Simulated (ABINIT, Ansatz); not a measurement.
# Titanium (Im-3m): phonons by linear response

How does Titanium (Im-3m) vibrate, and is this structure a minimum?

Program: ABINIT 10.8.3. Level of theory: DFT LDA, scalar-relativistic, plane waves, PseudoDojo norm-conserving pseudopotentials. Results are calculated unless marked as measured.

This is not the structure that Ti takes at ambient pressure and room temperature (hexagonal, No. 194); it is a model or a phase of other conditions.

## (1) Set-up

Symmetry: Im-3m, No. 229, cubic system. Conventional cell: a = 3.282 Å, b = 3.282 Å, c = 3.282 Å, α = 90.00°, β = 90.00°, γ = 90.00°. Nearest to Ti lie 8 Ti at 2.84 Å.

Coordinates:

```cif
data_structure
_symmetry_space_group_name_H-M 'P 1'
_symmetry_Int_Tables_number 1
_cell_length_a 2.8423
_cell_length_b 2.8423
_cell_length_c 2.8423
_cell_angle_alpha 70.529
_cell_angle_beta 109.471
_cell_angle_gamma 70.529
_cell_volume 17.68
loop_
_atom_site_label
_atom_site_type_symbol
_atom_site_fract_x
_atom_site_fract_y
_atom_site_fract_z
_atom_site_occupancy
Ti1 Ti 0.00000 0.00000 0.00000 1
```

## (2) A first look

A first run with smearing and empty bands tells whether the crystal has a gap, which decides between fixed occupations and smearing later on.

probe.abi reads:

```
# ground state
tolvrs 1.0d-08
prtden 1
prtwf 1

# basis, mesh and filling
ecut 38.0
ngkpt 8 8 8
nshiftk 1
shiftk 0.0 0.0 0.0
istwfk *1
occopt 7
tsmear 0.005
nband 12
nstep 100
diemac 9.0
prtebands 0
prtgsr 0
useylm 1

# cell and atoms
acell 5.371159825 5.371159825 5.371159825
rprim 
    0.5773502692 0.5773502692 0.5773502692
    -0.5773502692 0.5773502692 0.5773502692
    -0.5773502692 -0.5773502692 0.5773502692
ntypat 1
znucl 22
natom 1
typat 1
xred 
    0.0 0.0 0.0
pp_dirpath "./pseudo"
pseudos "Ti.upf"
```

Run with:

```
$ OMP_NUM_THREADS=1 mpirun -n 4 abinit probe.abi > probe.log
```

Numbers of over 12 decimals in the logs are rounded to 6 here.

probe.abo, the main output file:

```text
[banners, grids, parts of the stress and lines that vanish by symmetry left out]
- input  file    -> probe.abi
- output file    -> probe.abo
- root for input  files -> probei
[...]
Symmetries : space group Im -3 m (#229); Bravais cI (body-center cubic)
[...]
mpw =        1409          nfft =       27000          nkpt =          29
[...]
== DATASET  1 ==================================================================
[...]
cutoff_energies: {ecut:  38.0, pawecutdg:  -1.0, }
[...]
ETOT  1  -59.302286909574    -5.930E+01 3.454E-01 3.568E+01
 ETOT  2  -59.328301437244    -2.601E-02 3.792E-02 3.943E+01
 ETOT  3  -59.340393362630    -1.209E-02 1.624E-03 5.211E-02
 ETOT  4  -59.340407830180    -1.447E-05 2.740E-03 4.617E-03
 ETOT  5  -59.340409042814    -1.213E-06 1.728E-04 1.325E-05
 ETOT  6  -59.340409046332    -3.518E-09 1.430E-04 2.069E-07
 ETOT  7  -59.340409046390    -5.772E-11 9.338E-05 2.888E-11
 At SCF step    7       vres2   =  2.89E-11 < tolvrs=  1.00E-08 =>converged.
[...]
sigma(1 1)=  3.73680458E-04  sigma(3 2)=  0.00000000E+00
  sigma(2 2)=  3.73680458E-04  sigma(3 1)=  0.00000000E+00
  sigma(3 3)=  3.73680458E-04  sigma(2 1)=  0.00000000E+00
[...]
convergence: {deltae: -5.772E-11, res2:  2.888E-11, residm:  9.338E-05, diffor: null, }
etotal    :  -5.93404090E+01
[...]
sigma(1 1)=  3.73680458E-04  sigma(3 2)=  0.00000000E+00
  sigma(2 2)=  3.73680458E-04  sigma(3 1)=  0.00000000E+00
  sigma(3 3)=  3.73680458E-04  sigma(2 1)=  0.00000000E+00
[...]
- sigma(1 1)=  1.09940586E+01  sigma(3 2)=  0.00000000E+00
- sigma(2 2)=  1.09940586E+01  sigma(3 1)=  0.00000000E+00
- sigma(3 3)=  1.09940586E+01  sigma(2 1)=  0.00000000E+00
[...]
fcart     -0.0000000000E+00 -0.0000000000E+00 -0.0000000000E+00
           strten      3.7368045772E-04  3.7368045772E-04  3.7368045772E-04
================================================================================

[key lines of the parts left out:]
pressure_GPa:  -1.0994E+01
```

The job ended after 4.6 s (4 MPI ranks of Arm Neoverse V1, shared host).

Numbers from this step:

```yaml
volume_per_atom: 17.68 Å³
pressure: -10.99 GPa
gap_on_the_k_mesh: 0 eV
```

No gap opens on this mesh, so smearing is kept; the printed pressure holds the stress of the finite basis too.

## (3) Relaxation

The harmonic expansion needs vanishing forces, and a free crystal bears no stress, so cell and atoms are brought to rest. Stress is more sensitive to the basis than forces are: the last 3 Ha under the cutoff are smoothed with ecutsm, and the cutoff is raised above that of the later runs.

relax.abi reads:

```
# relaxation
ionmov 2
optcell 2
dilatmx 1.08
ntime 40
tolmxf 1.0d-05
tolvrs 1.0d-14
prtwf 0
prtden 0
chksymtnons 0

# basis, mesh and filling
ecut 47.0
ecutsm 3.0
ngkpt 16 16 16
nshiftk 1
shiftk 0.0 0.0 0.0
istwfk *1
occopt 6
tsmear 0.01
nband 12
nstep 100
diemac 1000000.0
prtebands 0
prtgsr 0
useylm 1

# cell and atoms
acell 5.371159825 5.371159825 5.371159825
rprim 
    0.5773502692 0.5773502692 0.5773502692
    -0.5773502692 0.5773502692 0.5773502692
    -0.5773502692 -0.5773502692 0.5773502692
ntypat 1
znucl 22
natom 1
typat 1
xred 
    0.0 0.0 0.0
pp_dirpath "./pseudo"
pseudos "Ti.upf"
```

Run with:

```
$ OMP_NUM_THREADS=1 mpirun -n 4 abinit relax.abi > relax.log
```

relax.abo, the main output file:

```text
[banners, grids, parts of the stress and lines that vanish by symmetry left out]
- input  file    -> relax.abi
- output file    -> relax.abo
- root for input  files -> relaxi
[...]
Symmetries : space group Im -3 m (#229); Bravais cI (body-center cubic)
[...]
mpw =        2344          nfft =       46656          nkpt =         145
[...]
== DATASET  1 ==================================================================
[...]
cutoff_energies: {ecut:  47.0, pawecutdg:  -1.0, }
[...]
ETOT  1  -59.301850868914    -5.930E+01 3.077E-01 5.915E+01
 ETOT  2  -59.330053868081    -2.820E-02 5.208E-02 5.493E+01
 ETOT  3  -59.339916194706    -9.862E-03 4.170E-03 2.362E-02
 ETOT  4  -59.339921961690    -5.767E-06 1.677E-03 9.431E-04
 ETOT  5  -59.339922107543    -1.459E-07 7.033E-04 4.775E-07
[...]
At SCF step    9       vres2   =  3.16E-16 < tolvrs=  1.00E-14 =>converged.
[...]
sigma(1 1)=  3.70801824E-04  sigma(3 2)=  0.00000000E+00
  sigma(2 2)=  3.70801824E-04  sigma(3 1)=  0.00000000E+00
  sigma(3 3)=  3.70801824E-04  sigma(2 1)=  0.00000000E+00
[...]
convergence: {deltae:  1.116E-12, res2:  3.160E-16, residm:  1.369E-04, diffor: null, }
etotal    :  -5.93399221E+01
[...]
ETOT  1  -59.321568172067    -5.932E+01 5.729E+05 1.218E+02
[...]
At SCF step    9       vres2   =  1.31E-16 < tolvrs=  1.00E-14 =>converged.
[...]
sigma(1 1)=  2.72336235E-04  sigma(3 2)=  0.00000000E+00
  sigma(2 2)=  2.72336235E-04  sigma(3 1)=  0.00000000E+00
  sigma(3 3)=  2.72336235E-04  sigma(2 1)=  0.00000000E+00
[...]
convergence: {deltae: -7.958E-13, res2:  1.307E-16, residm:  7.539E-06, diffor: null, }
etotal    :  -5.93411932E+01
[...]
ETOT  1  -59.238129426668    -5.924E+01 2.091E+00 6.717E+02
[...]
At SCF step   10       vres2   =  6.45E-15 < tolvrs=  1.00E-14 =>converged.
[...]
sigma(1 1)= -3.23701508E-05  sigma(3 2)=  0.00000000E+00
  sigma(2 2)= -3.23701508E-05  sigma(3 1)=  0.00000000E+00
  sigma(3 3)= -3.23701508E-05  sigma(2 1)=  0.00000000E+00
[...]
convergence: {deltae: -2.395E-12, res2:  6.448E-15, residm:  7.218E-05, diffor: null, }
etotal    :  -5.93423950E+01
[...]
ETOT  1  -59.341444485363    -5.934E+01 1.045E-04 6.535E+00
[...]
At SCF step    8       vres2   =  3.26E-16 < tolvrs=  1.00E-14 =>converged.
[...]
sigma(1 1)=  2.13424301E-06  sigma(3 2)=  0.00000000E+00
  sigma(2 2)=  2.13424301E-06  sigma(3 1)=  0.00000000E+00
  sigma(3 3)=  2.13424301E-06  sigma(2 1)=  0.00000000E+00
[...]
convergence: {deltae:  1.450E-12, res2:  3.258E-16, residm:  3.762E-05, diffor: null, }
etotal    :  -5.93424084E+01
[...]
ETOT  1  -59.342404665864    -5.934E+01 5.875E-05 2.539E-02
[...]
ETOT  6  -59.342408428473    -4.761E-13 2.096E-04 5.997E-13
 ETOT  7  -59.342408428471     1.158E-12 9.141E-05 5.642E-16
 At SCF step    7       vres2   =  5.64E-16 < tolvrs=  1.00E-14 =>converged.
[...]
sigma(1 1)=  1.41618342E-08  sigma(3 2)=  0.00000000E+00
  sigma(2 2)=  1.41618342E-08  sigma(3 1)=  0.00000000E+00
  sigma(3 3)=  1.41618342E-08  sigma(2 1)=  0.00000000E+00
[...]
convergence: {deltae:  1.158E-12, res2:  5.642E-16, residm:  9.141E-05, diffor: null, }
etotal    :  -5.93424084E+01
[...]
At Broyd/MD step   5, gradients are converged :
[...]
sigma(1 1)=  1.41618342E-08  sigma(3 2)=  0.00000000E+00
  sigma(2 2)=  1.41618342E-08  sigma(3 1)=  0.00000000E+00
  sigma(3 3)=  1.41618342E-08  sigma(2 1)=  0.00000000E+00
[...]
- sigma(1 1)=  4.16655548E-04  sigma(3 2)=  0.00000000E+00
- sigma(2 2)=  4.16655548E-04  sigma(3 1)=  0.00000000E+00
- sigma(3 3)=  4.16655548E-04  sigma(2 1)=  0.00000000E+00
[...]
fcart     -0.0000000000E+00 -0.0000000000E+00 -0.0000000000E+00
           strten      1.4161834238E-08  1.4161834242E-08  1.4161834238E-08
================================================================================

[key lines of the parts left out:]
pressure_GPa:  -4.1666E-04
Total energy (etotal) [Ha]= -5.93424084284714E+01
```

Run time: 2 min. Hardware: 4 MPI ranks.

The steps of the relaxation:

| step | energy less that of the first step (eV) | largest force (eV/Å) | volume (Å³) |
| --- | --- | --- | --- |
| 1 | 0.0000 | 0.0000 | 17.68 |
| 2 | -0.0346 | 0.0000 | 17.09 |
| 3 | -0.0673 | 0.0000 | 15.72 |
| 4 | -0.0677 | 0.0000 | 15.85 |
| 5 | -0.0677 | 0.0000 | 15.84 |

| conventional cell, symmetrised | before | after | change |
| --- | --- | --- | --- |
| a (Å) | 3.282 | 3.164 | -3.6 % |
| b (Å) | 3.282 | 3.164 | -3.6 % |
| c (Å) | 3.282 | 3.164 | -3.6 % |
| volume (Å³/atom) | 17.68 | 15.84 | -10.4 % |

Final coordinates:

```cif
data_structure
_symmetry_space_group_name_H-M 'P 1'
_symmetry_Int_Tables_number 1
_cell_length_a 2.7403
_cell_length_b 2.7403
_cell_length_c 2.7403
_cell_angle_alpha 70.529
_cell_angle_beta 109.471
_cell_angle_gamma 70.529
_cell_volume 15.84
loop_
_atom_site_label
_atom_site_type_symbol
_atom_site_fract_x
_atom_site_fract_y
_atom_site_fract_z
_atom_site_occupancy
Ti1 Ti 0.00000 0.00000 0.00000 1
```

Read from the output:

| Property | Result |
| --- | --- |
| volume per atom | 15.84 Å³ |
| pressure | -4.17e-4 GPa |

The volume changes by -10.4 % in this run and stands -10.4 % from the first cell.

## (4) Self-consistent run for the response

First-order wavefunctions inherit every error of the ground state, hence the very tight tolvrs. Smearing stays on, as the first look found no gap above 0.3 eV.

gs.abi reads:

```
# ground state
tolvrs 1.0d-16
prtden 1
prtwf 1

# basis, mesh and filling
ecut 38.0
ngkpt 16 16 16
nshiftk 1
shiftk 0.0 0.0 0.0
istwfk *1
occopt 6
tsmear 0.01
nband 12
nstep 100
diemac 1000000.0
prtebands 0
prtgsr 0
useylm 1

# cell and atoms
acell 5.178505249 5.178505249 5.178505249
rprim 
    0.5773502692 0.5773502692 0.5773502692
    -0.5773502692 0.5773502692 0.5773502692
    -0.5773502692 -0.5773502692 0.5773502692
ntypat 1
znucl 22
natom 1
typat 1
xred 
    0.0 0.0 0.0
pp_dirpath "./pseudo"
pseudos "Ti.upf"
```

Run with:

```
$ OMP_NUM_THREADS=1 mpirun -n 4 abinit gs.abi > gs.log
```

gs.abo, the main output file:

```text
[banners, grids, parts of the stress and lines that vanish by symmetry left out]
- input  file    -> gs.abi
- output file    -> gs.abo
- root for input  files -> gsi
[...]
Symmetries : space group Im -3 m (#229); Bravais cI (body-center cubic)
[...]
mpw =        1220          nfft =       27000          nkpt =         145
[...]
== DATASET  1 ==================================================================
[...]
cutoff_energies: {ecut:  38.0, pawecutdg:  -1.0, }
[...]
ETOT  1  -59.310696512747    -5.931E+01 2.787E-01 2.950E+01
 ETOT  2  -59.335826325456    -2.513E-02 7.964E-02 2.297E+01
 ETOT  3  -59.342369552777    -6.543E-03 3.095E-03 1.712E-02
 ETOT  4  -59.342374998978    -5.446E-06 1.939E-03 2.457E-04
 ETOT  5  -59.342375062410    -6.343E-08 1.880E-04 1.383E-07
 ETOT  6  -59.342375062454    -4.448E-11 4.463E-04 2.152E-09
 ETOT  7  -59.342375062454     4.974E-13 1.295E-04 4.504E-12
 ETOT  8  -59.342375062453     4.476E-13 1.251E-04 3.564E-14
 ETOT  9  -59.342375062454    -6.679E-13 1.118E-04 4.096E-18
 At SCF step    9       vres2   =  4.10E-18 < tolvrs=  1.00E-16 =>converged.
[...]
sigma(1 1)=  6.31271051E-06  sigma(3 2)=  0.00000000E+00
  sigma(2 2)=  6.31271051E-06  sigma(3 1)=  0.00000000E+00
  sigma(3 3)=  6.31271051E-06  sigma(2 1)=  0.00000000E+00
[...]
convergence: {deltae: -6.679E-13, res2:  4.096E-18, residm:  1.118E-04, diffor: null, }
etotal    :  -5.93423751E+01
[...]
sigma(1 1)=  6.31271051E-06  sigma(3 2)=  0.00000000E+00
  sigma(2 2)=  6.31271051E-06  sigma(3 1)=  0.00000000E+00
  sigma(3 3)=  6.31271051E-06  sigma(2 1)=  0.00000000E+00
[...]
- sigma(1 1)=  1.85726355E-01  sigma(3 2)=  0.00000000E+00
- sigma(2 2)=  1.85726355E-01  sigma(3 1)=  0.00000000E+00
- sigma(3 3)=  1.85726355E-01  sigma(2 1)=  0.00000000E+00
[...]
fcart     -0.0000000000E+00 -0.0000000000E+00 -0.0000000000E+00
           strten      6.3127105072E-06  6.3127105072E-06  6.3127105072E-06
================================================================================

[key lines of the parts left out:]
pressure_GPa:  -1.8573E-01
```

Run time: 17 s. Hardware: 4 MPI ranks.

This step gave:

| Quantity | Value |
| --- | --- |
| pressure | -0.1857 GPa |

The cell stands at -0.19 GPa: the relaxation ran with a smoothed and higher cutoff, and the difference is a stress of the finite basis.

[end of part 1 of 4]

[Host names and launcher messages were left out of these logs when they were recorded.]

[Logs are printed without paths, hosts, clocks, repeated set-up lines and the standing remarks that a program may print on its own settings, such as how far it seeks lower states.]

[Hosts, paths, dates, database ids (printed as entryN), source tags and the programs' standing remarks are cut or masked in the printed files.]
